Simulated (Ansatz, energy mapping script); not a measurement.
# RbCrBr3 in a distorted perovskite structure: J from the energies of magnetic orders (octahedra turned by 15°)

Aim: the exchange couplings of RbCrBr3 in a distorted perovskite structure from the energies of a few collinear orders, and the ordering temperature that they give.

Program: Ansatz 0.2.0. Level of theory: PBEsol with U = 3.32 eV on Cr d, ortho-atomic projectors; plane waves, U on orthogonalised atomic orbitals unless named otherwise, collinear spin, no spin–orbit coupling. Results are calculated unless marked as measured.

## (1) The starting structure

The structure is tetragonal, space group P4/mbm (No. 127). Conventional cell: a = 7.171 Å, b = 7.171 Å, c = 5.250 Å, α = 90.00°, β = 90.00°, γ = 90.00°. Nearest to Rb lie 12 Br at 3.21 to 4.15 Å. Nearest to Cr lie 6 Br at 2.62 Å. Nearest to Br lie 2 Cr at 2.62 Å and 4 Rb at 3.59 Å. Br has 2 Cr at 2.62 Å and 4 Rb at 3.21 to 4.15 Å nearest. perovskite prototype, lattice guessed from radii. Farther neighbours and most contacts between anions are not listed.

This cell was built for the study (perovskite prototype, lattice guessed from radii), not taken from an experiment; the compound need not form in this structure.

The parent cell was relaxed beforehand in Ansatz under PBEsol with U = 3.15 eV on Cr d, ortho-atomic projectors, from parallel moments.

This cell differs from the relaxed one by: octahedra turned by 15°. The bonds from the magnetic cation to the anions keep their length, so the cell shrinks in the plane.

A Hubbard U penalises fractional filling of the shell. It raises the cost of virtual hops to the neighbours, so couplings that rest on such hops usually weaken.

## (2) A run to fix the orbital filling

A corrected shell can settle in several orbital fillings. One parallel run, with an occupation width a fifth wider than the orders use, therefore is to supply the occupation matrices. All orders start from them.

Contents of input.yaml:

```yaml
crystal:
  lattice:
    - [5.0707144329, 5.0707144329, 0.0]
    - [-5.0707144329, 5.0707144329, 0.0]
    - [0.0, 0.0, 5.24958987]
  atoms:
    - { symbol: Rb, position: [0.0, 0.5, 0.5] }
    - { symbol: Rb, position: [0.5, 0.0, 0.5] }
    - { symbol: Cr, position: [0.0, 0.0, 0.0], spin: 3.0 }
    - { symbol: Cr, position: [0.5, 0.5, 0.0], spin: 3.0 }
    - { symbol: Br, position: [0.0, 0.0, 0.5] }
    - { symbol: Br, position: [0.5, 0.5, 0.5] }
    - { symbol: Br, position: [0.316987298, 0.183012702, 0.0] }
    - { symbol: Br, position: [0.683012702, 0.816987298, 0.0] }
    - { symbol: Br, position: [0.183012702, 0.683012702, 0.0] }
    - { symbol: Br, position: [0.816987298, 0.316987298, 0.0] }
magnetization:
  spin_polarized: true
kpoints:
  mp_grid: { grid: [5, 5, 7] }
hamiltonian:
  xc: pbesol
  hubbard:
    sites: [{ species: Cr, l: d, u_eff: 3.32 }]
    projectors: ortho-atomic
scf:
  occupations: { method: fermi_dirac, width: 0.06 }
output:
  eigenvalues: true
```

Command:

```console
$ ansatz run input.yaml --threads 4 --pin off --max-ram 8192MiB --backend cpu --events-out ev --progress --plain --runs-dir out
```

Numbers of over 12 decimals in the logs are rounded to 6 here.

The log of the run:

```text
Engine: ansatz 0.2.0, aarch64-unknown-linux-gnu
Pseudopotentials: kind: paw
Pseudopotential: Rb, paw, valence charge 9, recommended cutoff 420 eV (normal), Rb.paw.azcp
Pseudopotential: Cr, paw, valence charge 14, recommended cutoff 420 eV (normal), Cr.paw.azcp
Pseudopotential: Br, paw, valence charge 7, recommended cutoff 420 eV (normal), Br.paw.azcp
Functional definition: PBEsol
  exchange = pbesol_x
  correlation = pbesol_c
Crystal: 10 atoms, lattice volume = 269.956 Å³
Basis set: ecut = 420 eV, 5229 PW (Γ)
Bands: 57, of which v1, the nominal top of the filled ones, is band 44 counted from 1 (43 counted from 0)
Symmetry: 16 space group operations
Space group: P4/mbm (ITA 127), of the structure as read, at distance tolerance 6.5e-5 Å
Magnetic group: BNS 127.387 (UNI 1047), of the structure as read, at distance tolerance 6.5e-5 Å
k-points: 24 of 175
Non-local potential: Rb, projectors of the file, l = 0: 3, l = 1: 2, l = 2: 2
Non-local potential: Cr, projectors of the file, l = 0: 3, l = 1: 2, l = 2: 3, l = 3: 1
Non-local potential: Br, projectors of the file, l = 0: 2, l = 1: 2, l = 2: 2
PAW form: soft (Blöchl's): semilocal exchange-correlation on the pseudo side does not see the compensation charge
PAW frozen core: Rb, regenerated for the run's functional, and the local potential with it (the file was generated under x = pbe(κ = 0.804, μ = 0.219515), c = pbe(β = 0.066725))
PAW frozen core: Cr, regenerated for the run's functional, and the local potential with it (the file was generated under x = pbe(κ = 0.804, μ = 0.219515), c = pbe(β = 0.066725))
PAW frozen core: Br, regenerated for the run's functional, and the local potential with it (the file was generated under x = pbe(κ = 0.804, μ = 0.219515), c = pbe(β = 0.066725))
PAW one-centre angular grid: Rb, 110 points (default); XC on 64 Gauss nodes
PAW one-centre angular grid: Cr, 590 points (default); XC on 64 Gauss nodes
PAW one-centre angular grid: Br, 110 points (default); XC on 64 Gauss nodes
Initial density: superposition of atomic densities (chi_scale 0.1, normalization cell, long waves kept (reshape's long-wave potential 0.00 eV rms))
Starting moments: Σ|m| = 6 μB on 2 of 10 sites
Initial wavefunctions: pseudopotential atomic-orbital guess
Functional: x = pbesol(κ = 0.804, μ = 0.123457), c = pbesol(β = 0.046)
SCF iter   1: F=—  HF=-29559.312300 eV  |F-HF|=—  |Δ(HF+E_count)|=         —  Δρ=4.21e-2 (↑4.21e-2 ↓2.04e-2)  dr2=6.80e0  dr2_m=1.64e0  M=8.000 μB ∫|m|=8.718 μB  β_m=1.00  ethr=3.10e-3  ⟨swp⟩=9.5  Hψ=12807  notcnv=0  defer=15
preconditioner: auto → Kerker (q_TF=auto, 2.263 Å⁻¹)  [metal: Δε(μ)=0.060 eV  Ē_g=10.197 eV  σ=0.060 eV  W_gap=0.24  n_scr=46 (ndim 8)  ℏωp=18.6 eV  f_vac=0.000  D(μ)=1.55/eV (n_scr^D=4)]
[...]
Symmetry: 8 space group operations
k-points: 36 of 175
[...]
Starting moments: Σ|m| = 6 μB on 2 of 10 sites; this step starts from the density that it was given
[...]
spin=Collinear: Kerker preconditioning applied to the charge; magnetization (m = ρ↑ − ρ↓) channel mixes plain (no charge-response kernel on spin).
[...]
an SCF along what the orbitals of the run's state read of its open shells (or to have them read: on a GPU, or by another smearing), with 8 of the crystal's symmetry operations given up (36 k-points in place of 24), reached no lower state that the run goes on to. This is no proof of a minimum
[...]
spin=Collinear: Kerker preconditioning applied to the charge; magnetization (m = ρ↑ − ρ↓) channel mixes plain (no charge-response kernel on spin).
[...]
an SCF along what the orbitals of the run's state read of its open shells (or to have them read: on a GPU, or by another smearing), with 8 of the crystal's symmetry operations given up (36 k-points in place of 24), reached no lower state that the run goes on to. This is no proof of a minimum
SCF converged after 16 iterations
Magnetization: 8.0000 μB (48.0000 up, 40.0000 down)
Absolute magnetization: 8.8957 μB (∫|ρ↑−ρ↓|, with the PAW one-centre terms)
Spin contamination: 0.2625 ħ² per cell (⟨S²⟩ above its minimum at these occupations)
Per-site moments (μB) at R_I (Å): [(0.0023087, 1.326065), (0.0023087, 1.326065), (3.715086, 1.082728), (3.715086, 1.082728), (-0.049453, 1.082728), (-0.049453, 1.082728), (-0.061793, 1.082728), (-0.061793, 1.082728), (-0.061793, 1.082728), (-0.061793, 1.082728)]
Free energy (F): -29558.829005 eV
Harris-Foulkes:  -29558.829005 eV  (|F-HF|=6.04e-9)
Internal energy: -29558.810475 eV  (E = F + TS)
E sigma→0 (E₀):  -29558.819740 eV
Entropy (-TS):   -0.018530 eV (-1.853 meV/atom)
Fermi energy:    5.757928 eV
--- Per-component energies (eV) ---
  E_band       = -808.894934
  E_kinetic    = 1876.944605
  E_local      = -6885.780789  (includes V_loc(G=0)·N_el)
  E_nonlocal   = 949.658601
  E_hartree    = 2575.358120
  E_xc         = -2104.440034
  E_vxc        = -1249.984293  (∫ρ·V_xc dr)
  E_hubbard    = 2.433913  (on-site DFT+U / exact-exchange correction)
  E_vhub       = -10.911823  (the Hubbard potential's part of the band-sum identity)
  E_paw        = -20701.480953  (= ΣΔE_a)
  E_vpaw       = -639.537275  (= ΣTr[D̂ρ^β])
  E_aug_tail   = 0.000715  (compensation charges beyond the density's cutoff)
  E_ewald      = -5272.625617
  E_core_change = 1.120962  (= ΣΔE_core)
  E_smearing   = -0.018530  (= −TS)
  E_closure    = -0.000000  (closes the sum)
  Σ components = -29558.829005   (vs F -29558.829005, Δ=0.00e0)
--- Band table (eV; the first three rows and the last of 48) ---
  k-point 0 ↑: bands = [... 40 lower, 3.8280, 3.9799, 4.1741, 4.1741, 4.2116, 4.2116, 4.6014, 4.7468, ... 9 higher]
  k-point 1 ↑: bands = [... 40 lower, 3.8050, 3.8505, 4.1358, 4.1358, 4.2707, 4.2707, 4.8283, 5.0629, ... 9 higher]
  k-point 2 ↑: bands = [... 40 lower, 4.0276, 4.0276, 4.1887, 4.1887, 4.3335, 4.3335, 4.8452, 5.5577, ... 9 higher]
  k-point 23 ↓: bands = [... 40 lower, 9.3210, 9.4234, 9.9918, 10.0019, 10.0325, 10.0418, 10.1663, 10.2320, ... 9 higher]
Occupation matrices written to <dir>
```

Wall time 97 s (4 threads of Arm Neoverse V2, shared host); peak memory 2.8 GiB; 6.3 min of CPU time.

Reading the cycles: dr2 is the Hartree energy of the density residual (eV), the measure of convergence; HF is the Harris–Foulkes estimate of the energy, which meets the free energy F at convergence.

This step gave:

```yaml
final_state: ferromagnetic
electrons_in_the_corrected_shells: 4.753, 4.753 e
largest_moment: 3.715 μB
```

## (3) Run 1 (parallel; cell A, 10 atoms)

The parallel order is the zero of energy for this cell and mesh.

This run holds the same structure in another cell (a 7.171 → 5.250 Å, c 5.250 → 7.171 Å).

Contents of input.yaml:

```yaml
crystal:
  lattice:
    - [0.0, 0.0, 5.24958987]
    - [5.0707144329, 5.0707144329, 0.0]
    - [-5.0707144329, 5.0707144329, 0.0]
  atoms:
    - { symbol: Rb, position: [0.5, 0.0, 0.5] }
    - { symbol: Rb, position: [0.5, 0.5, 0.0] }
    - { symbol: Cr, position: [0.0, 0.0, 0.0], spin: 3.0 }
    - { symbol: Cr, position: [0.0, 0.5, 0.5], spin: 3.0 }
    - { symbol: Br, position: [0.5, 0.0, 0.0] }
    - { symbol: Br, position: [0.5, 0.5, 0.5] }
    - { symbol: Br, position: [0.0, 0.316987298, 0.183012702] }
    - { symbol: Br, position: [0.0, 0.683012702, 0.816987298] }
    - { symbol: Br, position: [0.0, 0.183012702, 0.683012702] }
    - { symbol: Br, position: [0.0, 0.816987298, 0.316987298] }
magnetization:
  spin_polarized: true
kpoints:
  mp_grid: { grid: [7, 5, 5] }
hamiltonian:
  xc: pbesol
  hubbard:
    sites:
      - { species: Cr, l: d, u_eff: 3.32 }
      - { site: 2, l: d, u_eff: 3.32, starting_ns: [{ spin: up, occupation_matrix: cr3_major }, { spin: down, occupation_matrix: cr3_minor }] }
      - { site: 3, l: d, u_eff: 3.32, starting_ns: [{ spin: up, occupation_matrix: cr4_major }, { spin: down, occupation_matrix: cr4_minor }] }
    projectors: ortho-atomic
    occupation_matrices:
      cr3_major:
        matrix:
          - [0.719, 0.0, 0.0, 0.0, 0.0]
          - [0.0, 0.995, 0.0, 0.0, 0.0]
          - [0.0, 0.0, 0.995, 0.0, 0.0]
          - [0.0, 0.0, 0.0, 0.792, 0.125]
          - [0.0, 0.0, 0.0, 0.125, 0.914]
      cr3_minor:
        matrix:
          - [0.113, 0.0, 0.0, 0.0, 0.0]
          - [0.0, 0.037, 0.0, 0.0, 0.0]
          - [0.0, 0.0, 0.037, 0.0, 0.0]
          - [0.0, 0.0, 0.0, 0.1, -0.032]
          - [0.0, 0.0, 0.0, -0.032, 0.052]
      cr4_major:
        matrix:
          - [0.719, 0.0, 0.0, 0.0, 0.0]
          - [0.0, 0.995, 0.0, 0.0, 0.0]
          - [0.0, 0.0, 0.995, 0.0, 0.0]
          - [0.0, 0.0, 0.0, 0.792, -0.125]
          - [0.0, 0.0, 0.0, -0.125, 0.914]
      cr4_minor:
        matrix:
          - [0.113, 0.0, 0.0, 0.0, 0.0]
          - [0.0, 0.037, 0.0, 0.0, 0.0]
          - [0.0, 0.0, 0.037, 0.0, 0.0]
          - [0.0, 0.0, 0.0, 0.1, 0.032]
          - [0.0, 0.0, 0.0, 0.032, 0.052]
scf:
  occupations: { method: fermi_dirac, width: 0.05 }
output:
  eigenvalues: true
```

The log of the run:

```text
[...]
Crystal: 10 atoms, lattice volume = 269.956 Å³
Basis set: ecut = 420 eV, 5229 PW (Γ)
Bands: 57, of which v1, the nominal top of the filled ones, is band 44 counted from 1 (43 counted from 0)
Symmetry: 16 space group operations
[...]
k-points: 24 of 175
[...]
Starting moments: Σ|m| = 6 μB on 2 of 10 sites
[...]
SCF iter   1: F=—  HF=-29559.868713 eV  |F-HF|=—  |Δ(HF+E_count)|=         —  Δρ=4.03e-2 (↑4.03e-2 ↓2.11e-2)  dr2=6.05e0  dr2_m=1.63e0  M=8.000 μB ∫|m|=8.718 μB  β_m=1.00  ethr=3.10e-3  ⟨swp⟩=9.8  Hψ=12890  notcnv=0  defer=13
[...]
SCF iter  11: F=—  HF=-29558.825099 eV  |F-HF|=—  |Δ(HF+E_count)|=   1.41e-3  Δρ=6.94e-5 (↑6.94e-5 ↓3.84e-5)  dr2=2.64e-5  dr2_m=8.87e-7  M=8.000 μB ∫|m|=8.906 μB  β_m=0.30  ethr=1.07e-7  ⟨swp⟩=2.0  Hψ=4812  notcnv=0  defer=199
[...]
spin-set hold released at iteration 11 (site moments contracting): the magnetisation degrees of freedom join the quasi-Newton model from the next iteration; the mixer history was flushed
SCF iter  12: F=—  HF=-29558.825640 eV  |F-HF|=—  |Δ(HF+E_count)|=   5.41e-4  Δρ=5.40e-5 (↑5.40e-5 ↓2.44e-5)  dr2=1.07e-5  dr2_m=2.07e-6  M=8.000 μB ∫|m|=8.907 μB  β_m=0.65  ethr=3.01e-8  ⟨swp⟩=2.0  Hψ=4205  notcnv=0  defer=199
[...]
SCF iter  16: F=-29558.826193 eV  HF=-29558.826193 eV  |F-HF|=9.93e-10  |Δ(HF+E_count)|=   1.26e-7  Δρ=1.39e-6 (↑1.39e-6 ↓1.29e-6)  dr2=5.75e-8  dr2_m=4.65e-10  M=8.000 μB ∫|m|=8.908 μB  ethr=1.14e-10  ⟨swp⟩=11.9  Hψ=11614  notcnv=0
SCF 1 converged in 16 iterations: F = -29558.826193 eV  dr2 = 5.75e-8
[...]
SCF converged after 16 iterations
Magnetization: 8.0000 μB (48.0000 up, 40.0000 down)
Absolute magnetization: 8.8963 μB (∫|ρ↑−ρ↓|, with the PAW one-centre terms)
[...]
Per-site moments (μB) at R_I (Å): [(0.00231216, 1.326065), (0.00231216, 1.326065), (3.715182, 1.082728), (3.715182, 1.082728), (-0.049541, 1.082728), (-0.049541, 1.082728), (-0.061813, 1.082728), (-0.061813, 1.082728), (-0.061813, 1.082728), (-0.061813, 1.082728)]
Free energy (F): -29558.826193 eV
[...]
Internal energy: -29558.813489 eV  (E = F + TS)
E sigma→0 (E₀):  -29558.819841 eV
Entropy (-TS):   -0.012704 eV (-1.270 meV/atom)
Fermi energy:    5.759342 eV
[...]
--- Specified on-site occupations, and those of the state reported ---
  electrons in the specified blocks: 9.5080 specified, 9.5061 found
  site 2 (l=d) ↑: largest change of an orbital's occupation 0.0014; electrons 4.4150 specified, 4.4144 found; spectral distance 0.0020
[...]
site 3 (l=d) ↓: largest change of an orbital's occupation 0.0005; electrons 0.3390 specified, 0.3387 found; spectral distance 0.0002
[...]
--- Band table (eV; the first three rows and the last of 48) ---
  k-point 0 ↑: bands = [... 40 lower, 3.8289, 3.9798, 4.1743, 4.1743, 4.2116, 4.2116, 4.6041, 4.7494, ... 9 higher]
  k-point 1 ↑: bands = [... 40 lower, 3.7161, 3.9765, 3.9970, 4.1896, 4.2025, 4.2478, 4.6666, 4.7418, ... 9 higher]
  k-point 2 ↑: bands = [... 40 lower, 3.8740, 3.9946, 4.1233, 4.1567, 4.1765, 4.2459, 4.7020, 4.7220, ... 9 higher]
  k-point 23 ↓: bands = [... 40 lower, 9.3218, 9.4242, 9.9919, 10.0020, 10.0341, 10.0437, 10.1663, 10.2320, ... 9 higher]
Occupation matrices written to <dir>
```

Run time: 16 s. Hardware: 4 threads; peak memory 1.1 GiB.

Spin moment in the sphere by atom:

```
atom  spin moment in the sphere (μB)
 Rb1                            0.00
 Rb2                            0.00
 Cr3                            3.72
 Cr4                            3.72
 Br5                           -0.05
 Br6                           -0.05
 Br7                           -0.06
 Br8                           -0.06
 Br9                           -0.06
Br10                           -0.06
```

The run ends ferromagnetic.

[end of part 1 of 2]

[Logs and program files are shortened in this print: banners, set-up blocks, solver, clock and traceback lines can be left out without a mark of their own.]

[Logs are printed without paths, hosts, clocks, repeated set-up lines and the standing remarks that a program may print on its own settings, such as how far it seeks lower states.]

[Hosts, paths, dates, database ids (printed as entryN), source tags and the programs' standing remarks are cut or masked in the printed files.]

[Where a cell is said to come from a database of computed structures, the database is the Materials Project.]
